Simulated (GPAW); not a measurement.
# Magnetic state of free-standing square Ni monolayer, spacing 2.48 A from several starts, part 2 of 2

Aim: find out whether free-standing square Ni monolayer, spacing 2.48 A carries moments, and which collinear order costs least.

GPAW 26.7.0; LDA; plane waves with GPAW's PAW setups, scalar-relativistic.

So far. Step 2 (Start 1: ferro +): After 14 cycles the largest moment stands at 0.972 μB. Step 3 (Start 2: antiferro q=(0,1/2,0) +-): It lies 69.1 meV a seeded atom over the first start, and its largest moment is 0.661 μB against 0.972 μB.

### 4. Order 3, typed as antiferro q=(1/2,1/2,0) +-

Another pattern of signs weighs the neighbour shells otherwise.

The cell is doubled to 2 atoms to hold this order. Its mesh is chosen so that both cells sample the same points.

order3.py

```python
import json
import numpy as np
from ase import Atoms
from ase.parallel import paropen, parprint
from gpaw import GPAW

atoms = Atoms(['Ni', 'Ni'],
    cell=[[4.96, 0.0, 0.0],
         [2.48, 2.48, 0.0],
         [0.0, 0.0, 14.0]],
    scaled_positions=[[0.0, 0.0, 0.5],
         [0.5, 0.0, 0.5]],
    pbc=True,
    magmoms=[1.0, -1.0])
atoms.calc = GPAW(mode={'name': 'pw', 'ecut': 550},
    xc='LDA',
    kpts={'size': (6, 12, 1), 'gamma': True},
    occupations={'name': 'fermi-dirac', 'width': 0.1},
    convergence={'density': 1e-05, 'energy': 1e-05},
    maxiter=200,
    txt='order3.txt')
e = atoms.get_potential_energy(force_consistent=True)
res = {'free_energy': e, 'energy_sigma0': atoms.get_potential_energy(), 'fermi_energy': atoms.calc.get_fermi_level()}
res['moments'] = atoms.get_magnetic_moments().tolist()
res['total'] = atoms.get_magnetic_moment()
parprint('site moments (muB):', np.round(res['moments'], 3))
parprint(f"total moment: {res['total']:.3f} muB")
parprint(f'free energy: {e:.6f} eV')
atoms.calc.write('order3.gpw')
with paropen('results.json', 'w') as f:
    json.dump(res, f)
```

Command:

```sh
$ OMP_NUM_THREADS=1 python3 order3.py > order3.log
```

Numbers of over 12 decimals in the logs are rounded to 6 here.

Output:

```text
UserWarning: Initial realspace grid (27,20,80) inconsistent with symmetries.
UserWarning: Using symmetrized grid: (27,27,80).

site moments (muB): [ 0. -0.]
total moment: -0.000 muB
free energy: -12.082785 eV

--- order3.txt ---
Input parameters:
  mode=PW(ecut=550),
  convergence={'density': 1e-05, 'energy': 1e-05},
  kpts=MonkhorstPack(size=(6, 12, 1), gamma=True),
  maxiter=200,
[...]
|          9 |        -4.958 |     1.000 |        -4.958 |     1.000 |
|         10 |        -4.958 |     1.000 |        -4.958 |     1.000 |
[...]
|         20 |         2.858 |     0.000 |         2.858 |     0.000 |
|         21 |         3.088 |     0.000 |         3.088 |     0.000 |
|         22 |         3.088 |     0.000 |         3.088 |     0.000 |
|         23 |         5.809 |     0.000 |         5.809 |     0.000 |

No gap
No difference between direct/indirect transitions


[key lines of the parts left out:]
Free energy:     -12.082785
Converged in 53 steps
dipole moment: (-20.063041, -10.031518, 0.000007)  # |e|*Ang
Fermi level: -3.856
```

Elapsed: 10 min, on 1 MPI rank of Arm Neoverse V2, shared host; peak memory 0.37 GiB.

Spin moment in the augmentation sphere by atom:

| atom | spin moment in the augmentation sphere (μB) |
| --- | --- |
| Ni1 | 0.0002 |
| Ni2 | -0.0002 |

This step gave:

```
final state : non-magnetic
```

It lies 93.1 meV a seeded atom over the first start.

### 5. Order 4, typed as no spin polarisation

This run holds no moments, which gives a state to set the others against.

nospin.py

```python
import json
import numpy as np
from ase import Atoms
from ase.parallel import paropen, parprint
from gpaw import GPAW

atoms = Atoms(['Ni'],
    cell=[[2.48, 0.0, 0.0],
         [0.0, 2.48, 0.0],
         [0.0, 0.0, 14.0]],
    scaled_positions=[[0.0, 0.0, 0.5]],
    pbc=True)
atoms.calc = GPAW(mode={'name': 'pw', 'ecut': 550},
    xc='LDA',
    kpts={'size': (12, 12, 1), 'gamma': True},
    occupations={'name': 'fermi-dirac', 'width': 0.1},
    convergence={'density': 1e-05, 'energy': 1e-05},
    maxiter=200,
    txt='nospin.txt')
e = atoms.get_potential_energy(force_consistent=True)
res = {'free_energy': e, 'energy_sigma0': atoms.get_potential_energy(), 'fermi_energy': atoms.calc.get_fermi_level()}
parprint(f'free energy: {e:.6f} eV')
atoms.calc.write('nospin.gpw')
with paropen('results.json', 'w') as f:
    json.dump(res, f)
```

Command:

```sh
$ OMP_NUM_THREADS=1 python3 nospin.py > nospin.log
```

Output:

```text
free energy: -6.041393 eV

--- nospin.txt ---
Input parameters:
  mode=PW(ecut=550),
  convergence={'density': 1e-05, 'energy': 1e-05},
  kpts=MonkhorstPack(size=(12, 12, 1), gamma=True),
  maxiter=200,
  occupations=Occupations(name='fermi-dirac', width=0.1),
  xc=XC(name='LDA')

Diagonalizing LCAO Hamiltonian
Converting LCAO to pw mode
   .-----.
  /|     |
 * |     |
 | |     |
 | |     |
 | |     |
 | |     |
[...]
|------------|---------------|-----------|
|          0 |       -66.295 |     2.000 |
|          1 |       -66.295 |     2.000 |
|          2 |       -65.960 |     2.000 |
|          3 |        -8.525 |     2.000 |
|          4 |        -6.202 |     2.000 |
[...]
|          8 |        -3.723 |     0.417 |
|          9 |        -2.426 |     0.000 |
|         10 |         1.358 |     0.000 |
|         11 |         2.454 |     0.000 |

No gap
No difference between direct/indirect transitions


[key lines of the parts left out:]
Free energy:      -6.041393
Converged in 16 steps
dipole moment: (-5.015759, -5.015759, 0.000004)  # |e|*Ang
Fermi level: -3.856
```

Elapsed: 12 s, on 1 MPI rank; peak memory 0.16 GiB.

Numbers from this step:

| Property | Result |
| --- | --- |
| final state | non-magnetic (no spin polarisation) |

It lies 93.1 meV a seeded atom over the first start.

### 6. Energies of the orders

These are free energies at a smearing of 0.1 eV, so its entropy term is in the differences. They are divided by the number of seeded atoms, so that cells of unlike size compare. Wavevectors q in the names are fractions of the reciprocal vectors of the first run's cell.

Orders:

| start | final state | typed order kept | energy over the lowest (meV a seeded atom) | largest site moment (μB) | net moment (μB a primitive cell) | mesh matched | CPU time (s) |
| --- | --- | --- | --- | --- | --- | --- | --- |
| ferro + | ferromagnetic | yes | 0 | 0.972 | 0.9472 | yes | 20.97 |
| antiferro q=(0,1/2,0) +- | antiferromagnetic | yes | 69.12 | 0.6606 | 0 | yes | 123.1 |
| antiferro q=(1/2,1/2,0) +- | non-magnetic | no | 93.14 | 2.25e-4 | 0 | yes | 612.2 |
| no spin polarisation | non-magnetic | - | 93.14 | 0 | 0 | yes | 11.86 |

### 7. Outcome

```yaml
lowest_state_found: ferromagnetic (typed ferro +)
largest_site_moment: 0.972 μB
next_state: antiferromagnetic, 69.1 meV a seeded atom higher
energy_gained_by_spin_polarisation: 93.1 meV a seeded atom
```

What this shows: The lowest state found is ferromagnetic, reached from the start ferro +, with moments up to 0.972 μB. The next state costs 69 meV a seeded atom. 1 start left the typed pattern (a sign turned or a seeded moment died), so such an energy belongs to the state reached, not the one typed. Only 4 starts are shown; other collinear patterns, canted and longer-period orders are not.

[Logs and program files are shortened in this print: banners, set-up blocks, solver, clock and traceback lines can be left out without a mark of their own.]

[Logs are printed without paths, hosts, clocks, repeated set-up lines and the standing remarks that a program may print on its own settings, such as how far it seeks lower states.]

[Hosts, paths, dates, database ids (printed as entryN), source tags and the programs' standing remarks are cut or masked in the printed files.]

[Where a cell is said to come from a database of computed structures, the database is the Materials Project.]
